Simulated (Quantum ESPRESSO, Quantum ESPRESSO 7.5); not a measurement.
## 1T-HfO2, 1 layer: k-mesh convergence

Wanted: the cheapest sound input for 1T-HfO2, 1 layer, from a series that sets result against time.

Main program and level: Quantum ESPRESSO 7.5; plane-wave DFT, PBE, GBRV ultrasoft pseudopotentials.

## 1. Set-up

The cell holds 3 atoms: 2 O and 1 Hf. Its edges and angles: a = 3.240 Å, b = 3.240 Å, c = 19.519 Å, α = 90.0°, β = 90.0°, γ = 120.0°. It derives from HfO2. Vacuum lies along c.

This sheet is a model structure: its symmetry is held, and its stability is not tested here.

## 2. SCF with pw.x: 23×23×1 points

The first run is the reference of the series.

c0.in

```
&control
  prefix = 'c0'
  outdir = './out'
  pseudo_dir = './pseudo'
  calculation = 'scf'
  tprnfor = .true.
/
&system
  ibrav = 0
  nat = 3
  ntyp = 2
  ecutwfc = 40
  ecutrho = 200
  occupations = 'smearing'
  smearing = 'fd'
  degauss = 0.004
  assume_isolated = 'esm'
  esm_bc = 'bc1'
/
&electrons
  conv_thr = 1e-07
  mixing_beta = 0.4
  electron_maxstep = 120
  mixing_mode = 'local-TF'
/
ATOMIC_SPECIES
  O   15.9990  o_pbe_v1.2.uspp.F.UPF
  Hf  178.4900  hf_pbe_v1.uspp.F.UPF
CELL_PARAMETERS angstrom
  3.24000000000000 0.00000000000000 0.00000000000000
  -1.62000000000000 2.80592230826158 0.00000000000000
  0.00000000000000 0.00000000000000 19.51859087586690
ATOMIC_POSITIONS crystal
  O   0.666666666667 0.333333333333 -0.064517743414
  Hf  0.000000000000 0.000000000000 0.000000000000
  O   0.333333333333 0.666666666667 0.064517743414
K_POINTS automatic
  23 23 1 0 0 0
```

Run with:

```bash
$ OMP_NUM_THREADS=1 mpirun -n 4 pw.x -nk 4 -in c0.in > c0.out
```

The program printed:

```text
Program PWSCF v.7.5 starts
[citation notice left out]

     Parallel version (MPI & OpenMP), running on       4 processor cores
     Number of MPI processes:                 4
     Threads/MPI process:                     1

     MPI processes distributed on     1 nodes
[...]
Current dimensions of program PWSCF are:
     Max number of different atomic species (ntypx) = 10
     Max number of k-points (npk) =  40000
     Max angular momentum in pseudopotentials (lmaxx) =  4
     Message from routine setup:
     using ibrav=0 with symmetry is DISCOURAGED, use correct ibrav instead

     K-points division:     npool     =       4
     Subspace diagonalization in iterative solution of the eigenvalue problem:
     a serial algorithm will be used

     G-vector sticks info
     --------------------
     sticks:   dense  smooth     PW     G-vecs:    dense   smooth      PW
     Sum         511     421    121                57185    41045    6887

     Using Slab Decomposition

     bravais-lattice index     =            0
     lattice parameter (alat)  =       6.1227  a.u.
     unit-cell volume          =    1197.4730 (a.u.)^3
     number of atoms/cell      =            3
     number of atomic types    =            2
     number of electrons       =        24.00
     number of Kohn-Sham states=           16
     kinetic-energy cutoff     =      40.0000  Ry
     charge density cutoff     =     200.0000  Ry
     scf convergence threshold =      1.0E-07
     mixing beta               =       0.4000
     number of iterations used =            8  local-TF  mixing
     Exchange-correlation= SLA  PW   PBE  PBE
                           (   1   4   3   4   0   0   0)

     Effective Screening Medium Method
     =================================
     Boundary Conditions: Vacuum-Slab-Vacuum
     total charge in unit cell        =   0.0000
     grid points for fit at edges     =        4

     celldm(1)=   6.122713  celldm(2)=   0.000000  celldm(3)=   0.000000
     celldm(4)=   0.000000  celldm(5)=   0.000000  celldm(6)=   0.000000

     crystal axes: (cart. coord. in units of alat)
               a(1) = (   1.000000   0.000000   0.000000 )
               a(2) = (  -0.500000   0.866025   0.000000 )
               a(3) = (   0.000000   0.000000   6.024256 )

     reciprocal axes: (cart. coord. in units 2 pi/alat)
               b(1) = (  1.000000  0.577350 -0.000000 )
               b(2) = (  0.000000  1.154701  0.000000 )
               b(3) = (  0.000000 -0.000000  0.165996 )

     PseudoPot. # 1 for O  read from file:
     ./pseudo/o_pbe_v1.2.uspp.F.UPF
     Pseudo is Ultrasoft + core correction, Zval =  6.0
     Generated by new atomic code, or converted to UPF format
     Using radial grid of  737 points,  5 beta functions with:
                l(1) =   0
                l(2) =   0
                l(3) =   1
                l(4) =   1
                l(5) =   2
     Q(r) pseudized with  8 coefficients,  rinner =    0.900   0.900   0.900
                                                       0.900   0.900

     PseudoPot. # 2 for Hf read from file:
     ./pseudo/hf_pbe_v1.uspp.F.UPF
     Pseudo is Ultrasoft + core correction, Zval = 12.0
     Generated by new atomic code, or converted to UPF format
     Using radial grid of  921 points,  8 beta functions with:
                l(1) =   0
                l(2) =   0
                l(3) =   0
                l(4) =   1
                l(5) =   1
                l(6) =   2
                l(7) =   2
                l(8) =   3
     Q(r) pseudized with  6 coefficients,  rinner =    1.200   1.200   1.200
                                                       1.200   1.200   1.200
                                                       1.200

     atomic species   valence    mass     pseudopotential
     O                 6.00    15.99900     O ( 1.00)
     Hf               12.00   178.49000     Hf( 1.00)

     12 Sym. Ops., with inversion, found

   Cartesian axes

     site n.     atom                  positions (alat units)
         1        O      tau(   1) = (   0.5000000   0.2886751  -0.3886714  )
         2        Hf     tau(   2) = (   0.0000000   0.0000000   0.0000000  )
         3        O      tau(   3) = (  -0.0000000   0.5773503   0.3886714  )

     number of k points=    56  Fermi-Dirac smearing, width (Ry)=  0.0040
                       cart. coord. in units 2pi/alat
        k(    1) = (   0.0000000   0.0000000   0.0000000), wk =   0.0037807
        k(    2) = (   0.0000000   0.0502044   0.0000000), wk =   0.0226843
        k(    3) = (   0.0000000   0.1004087   0.0000000), wk =   0.0226843
        k(    4) = (   0.0000000   0.1506131   0.0000000), wk =   0.0226843
        k(    5) = (   0.0000000   0.2008175   0.0000000), wk =   0.0226843
        k(    6) = (   0.0000000   0.2510219   0.0000000), wk =   0.0226843
        k(    7) = (   0.0000000   0.3012262   0.0000000), wk =   0.0226843
        k(    8) = (   0.0000000   0.3514306   0.0000000), wk =   0.0226843
        k(    9) = (   0.0000000   0.4016350   0.0000000), wk =   0.0226843
        k(   10) = (   0.0000000   0.4518393   0.0000000), wk =   0.0226843
[...]
k(   56) = (   0.3043478   0.5773503   0.0000000), wk =   0.0226843

     Dense  grid:    57185 G-vectors     FFT dimensions: (  27,  27, 180)

     Smooth grid:    41045 G-vectors     FFT dimensions: (  25,  25, 150)

     Estimated max dynamical RAM per process >     146.44 MB

     Estimated total dynamical RAM >     543.87 MB

     Check: negative core charge=   -0.000016

     Initial potential from superposition of free atoms

     starting charge      22.0000, renormalised to      24.0000

     negative rho (up, down):  1.118E-01 0.000E+00
     Starting wfcs are   21 randomized atomic wfcs

     total cpu time spent up to now is        1.2 secs

     per-process dynamical memory:    61.1 Mb

     Self-consistent Calculation

     iteration #  1     ecut=    40.00 Ry     beta= 0.40
     Davidson diagonalization with overlap
     ethr =  1.00E-02,  avg # of iterations =  2.5

     negative rho (up, down):  1.090E-01 0.000E+00

     total cpu time spent up to now is        2.9 secs

     total energy              =    -224.08826671 Ry
     estimated scf accuracy    <       1.04695050 Ry

     iteration #  2     ecut=    40.00 Ry     beta= 0.40
[...]
negative rho (up, down):  1.391E-01 0.000E+00

[...]
total energy              =    -223.68769126 Ry
     estimated scf accuracy    <       0.66595233 Ry

     iteration #  3     ecut=    40.00 Ry     beta= 0.40
[...]
negative rho (up, down):  1.382E-01 0.000E+00

[...]
total energy              =    -223.90208073 Ry
     estimated scf accuracy    <       0.23086940 Ry

     iteration #  4     ecut=    40.00 Ry     beta= 0.40
[...]
negative rho (up, down):  1.552E-01 0.000E+00

[...]
total energy              =    -223.84929393 Ry
     estimated scf accuracy    <       0.14306912 Ry

     iteration #  5     ecut=    40.00 Ry     beta= 0.40
[...]
negative rho (up, down):  1.588E-01 0.000E+00

[...]
total energy              =    -223.89999405 Ry
     estimated scf accuracy    <       0.03123940 Ry

     iteration #  6     ecut=    40.00 Ry     beta= 0.40
[...]
negative rho (up, down):  1.497E-01 0.000E+00

[...]
total energy              =    -223.89871304 Ry
     estimated scf accuracy    <       0.02671165 Ry

     iteration #  7     ecut=    40.00 Ry     beta= 0.40
[...]
negative rho (up, down):  1.463E-01 0.000E+00

[...]
total energy              =    -223.90462671 Ry
     estimated scf accuracy    <       0.00438648 Ry

     iteration #  8     ecut=    40.00 Ry     beta= 0.40
[...]
c_bands:  1 eigenvalues not converged
     c_bands:  1 eigenvalues not converged
     c_bands:  1 eigenvalues not converged
     c_bands:  1 eigenvalues not converged
[...]
negative rho (up, down):  1.451E-01 0.000E+00

[...]
total energy              =    -223.90457268 Ry
     estimated scf accuracy    <       0.04009337 Ry

     iteration #  9     ecut=    40.00 Ry     beta= 0.40
[...]
negative rho (up, down):  1.302E-01 0.000E+00

[...]
total energy              =    -223.89609546 Ry
     estimated scf accuracy    <       0.01193428 Ry

     iteration # 10     ecut=    40.00 Ry     beta= 0.40
[...]
negative rho (up, down):  1.247E-01 0.000E+00

[...]
total energy              =    -223.90261196 Ry
     estimated scf accuracy    <       0.05570991 Ry

     iteration # 11     ecut=    40.00 Ry     beta= 0.40
[...]
negative rho (up, down):  1.149E-01 0.000E+00

[...]
total energy              =    -223.89674334 Ry
     estimated scf accuracy    <       0.01330329 Ry

     iteration # 12     ecut=    40.00 Ry     beta= 0.40
[...]
negative rho (up, down):  1.152E-01 0.000E+00

[...]
total energy              =    -223.90711967 Ry
     estimated scf accuracy    <       0.02490202 Ry

     iteration # 13     ecut=    40.00 Ry     beta= 0.40
[...]
negative rho (up, down):  1.128E-01 0.000E+00

[...]
total energy              =    -223.90157944 Ry
     estimated scf accuracy    <       0.01843569 Ry

     iteration # 14     ecut=    40.00 Ry     beta= 0.40
[...]
negative rho (up, down):  1.105E-01 0.000E+00

[...]
total energy              =    -223.90386859 Ry
     estimated scf accuracy    <       0.00080770 Ry

     iteration # 15     ecut=    40.00 Ry     beta= 0.40
[...]
negative rho (up, down):  1.099E-01 0.000E+00

[...]
total energy              =    -223.90445936 Ry
     estimated scf accuracy    <       0.00054345 Ry

     iteration # 16     ecut=    40.00 Ry     beta= 0.40
[...]
negative rho (up, down):  1.097E-01 0.000E+00

[...]
total energy              =    -223.90456175 Ry
     estimated scf accuracy    <       0.00004232 Ry

     iteration # 17     ecut=    40.00 Ry     beta= 0.40
[...]
negative rho (up, down):  1.094E-01 0.000E+00

[...]
total energy              =    -223.90469917 Ry
     estimated scf accuracy    <       0.00000398 Ry

     iteration # 18     ecut=    40.00 Ry     beta= 0.40
[...]
negative rho (up, down):  1.094E-01 0.000E+00

[...]
total energy              =    -223.90472523 Ry
     estimated scf accuracy    <       0.00001848 Ry

     iteration # 19     ecut=    40.00 Ry     beta= 0.40
[...]
negative rho (up, down):  1.094E-01 0.000E+00

[...]
total energy              =    -223.90472733 Ry
     estimated scf accuracy    <       0.00000397 Ry

     iteration # 20     ecut=    40.00 Ry     beta= 0.40
[...]
negative rho (up, down):  1.093E-01 0.000E+00

[...]
total energy              =    -223.90472320 Ry
     estimated scf accuracy    <       0.00000120 Ry

     iteration # 21     ecut=    40.00 Ry     beta= 0.40
[...]
negative rho (up, down):  1.093E-01 0.000E+00

[...]
total energy              =    -223.90472534 Ry
     estimated scf accuracy    <       0.00000054 Ry

     iteration # 22     ecut=    40.00 Ry     beta= 0.40
[...]
negative rho (up, down):  1.093E-01 0.000E+00

[...]
End of self-consistent calculation

          k = 0.0000 0.0000 0.0000 (  5139 PWs)   bands (ev):

   -69.7420 -38.3494 -38.0750 -38.0750 -25.0235 -24.0119 -12.0269 -10.9069
   -10.9069  -9.2077  -8.8620  -8.8620  -4.3346  -4.3346  -3.7270  -3.4670

          k = 0.0000 0.0502 0.0000 (  5133 PWs)   bands (ev):

   -69.7414 -38.3470 -38.0865 -38.0774 -25.0048 -24.0201 -11.9982 -10.9353
   -10.8920  -9.1748  -8.9419  -8.8852  -4.3639  -4.2956  -3.7236  -3.3825

          k = 0.0000 0.1004 0.0000 (  5099 PWs)   bands (ev):

   -69.7397 -38.3397 -38.1200 -38.0841 -24.9504 -24.0439 -11.9153 -11.0067
   -10.8494  -9.1727  -9.0814  -8.9498  -4.4517  -4.1825  -3.7080  -3.1419

          k = 0.0000 0.1506 0.0000 (  5111 PWs)   bands (ev):

   -69.7371 -38.3285 -38.1726 -38.0948 -24.8655 -24.0806 -11.7901 -11.0903
   -10.7856  -9.4819  -9.0427  -8.9887  -4.5871  -4.0051  -3.6683  -2.7956

          k = 0.0000 0.2008 0.0000 (  5099 PWs)   bands (ev):

   -69.7336 -38.3143 -38.2393 -38.1087 -24.7588 -24.1250 -11.6528 -11.1492
   -10.7112  -9.8298  -9.1462  -8.9146  -4.7495  -3.7754  -3.5943  -2.4155

          k = 0.0000 0.2510 0.0000 (  5101 PWs)   bands (ev):

   -69.7296 -38.3211 -38.2920 -38.1245 -24.6442 -24.1682 -11.5730 -11.1360
   -10.6398 -10.1443  -9.2414  -8.8902  -4.9207  -3.5057  -3.4799  -2.0946

[...]
the Fermi energy is    -7.3949 ev

!    total energy              =    -223.90472698 Ry
     estimated scf accuracy    <       0.00000007 Ry
     smearing contrib. (-TS)   =      -0.00000000 Ry
     internal energy E=F+TS    =    -223.90472698 Ry

     The total energy is F=E-TS. E is the sum of the following terms:
     one-electron contribution =     449.29667019 Ry
     hartree contribution      =    -227.93759676 Ry
     xc contribution           =     -90.06422641 Ry
     ewald contribution        =    -355.19957401 Ry

     convergence has been achieved in  22 iterations

     negative rho (up, down):  1.093E-01 0.000E+00

     Forces acting on atoms (cartesian axes, Ry/au):

     atom    1 type  1   force =    -0.00000000   -0.00000000    0.16122899
     atom    2 type  2   force =     0.00000000   -0.00000000    0.00000000
     atom    3 type  1   force =     0.00000000    0.00000000   -0.16122899

     Total force =     0.228012     Total SCF correction =     0.000378

[...]
=------------------------------------------------------------------------------=
   JOB DONE.
=------------------------------------------------------------------------------=
[...]
```

Run time: 47 s. Hardware: 4 MPI ranks of Arm Neoverse V2, shared host; peak memory 0.77 GiB; 3.1 min of CPU time.

Numbers from this step:

```
free energy                                                    : -3046.3790 eV
Fermi energy                                                   : -7.395 eV
valence top, on the run's zero                                 : -8.862 eV
conduction bottom, on the run's zero                           : -5.583 eV
gap by band count                                              : 3.279 eV
vacuum line at the lower end of the cell, over the valence top : 8.862 eV
vacuum line at the upper end of the cell, over the valence top : 8.862 eV
```

Electrostatic potential energy of an electron; zero at the highest filled level of the SCF mesh. The potential energy, planar mean by z:

z (Å), potential energy, planar mean (eV) and a bar from the least value:
```
     -9.5       8.86 ##############################
     -9.0       8.86 ##############################
     -8.5       8.86 ##############################
     -8.0       8.86 ##############################
     -7.5       8.86 ##############################
     -7.0       8.86 ##############################
     -6.5       8.86 ##############################
     -6.0       8.86 ##############################
     -5.5       8.86 ##############################
     -5.0       8.86 ##############################
     -4.5       8.86 ##############################
     -4.0       8.86 ##############################
     -3.5       8.85 ##############################
     -3.0       8.82 ##############################
     -2.5       8.63 ##############################
     -2.0       7.31 ###########################
     -1.5      -0.38 ###########
     -1.0      -4.75 ##
     -0.5      -5.49 #
      0.0      -5.83 
      0.5      -5.49 #
      1.0      -4.75 ##
      1.5      -0.38 ###########
      2.0       7.31 ###########################
      2.5       8.63 ##############################
      3.0       8.82 ##############################
      3.5       8.85 ##############################
      4.0       8.86 ##############################
      4.5       8.86 ##############################
      5.0       8.86 ##############################
      5.5       8.86 ##############################
      6.0       8.86 ##############################
      6.5       8.86 ##############################
      7.0       8.86 ##############################
      7.5       8.86 ##############################
      8.0       8.86 ##############################
      8.5       8.86 ##############################
      9.0       8.86 ##############################
      9.5       8.86 ##############################
```

The program's own clock; routines nest. Time by routine:

```
   routine  wall time (s)  calls
     PWSCF          46.78      1
 electrons          45.23      1
   c_bands          31.31     22
   cegterg          27.01    308
     h_psi          19.88   1932
      fftw          16.28  36674
  vloc_psi           16.1   1932
  sum_band           6.35     22
   mix_rho           4.19     22
      newd           2.45     23
    calbec           2.37   2296
      ffts           2.18   2552
add_vuspsi            1.9   1932
     s_psi           1.84   1932
```

The vacuum levels are read from the outermost 0.7 Å of the cell on either side.

The run needed 22 iterations to bring the estimated error under 1e-07 Ry; the largest force on any atom, held or free, is 4.15 eV/Å, so this geometry is far from relaxed and its levels are not those of the real material.

Inside the slab this potential holds the local part of the pseudopotentials, which can be repulsive at the nuclei; only its value in the vacuum has a meaning of its own.

[end of part 1 of 3]

[Logs are printed without paths, hosts, clocks, repeated set-up lines and the standing remarks that a program may print on its own settings, such as how far it seeks lower states.]

[Hosts, paths, dates, database ids (printed as entryN), source tags and the programs' standing remarks are cut or masked in the printed files.]

[Maps of the electrostatic potential energy from Ansatz leave out the sawtooth potential of an applied field or a dipole correction, so their vacuum need not be flat; planar profiles and work functions include it.]
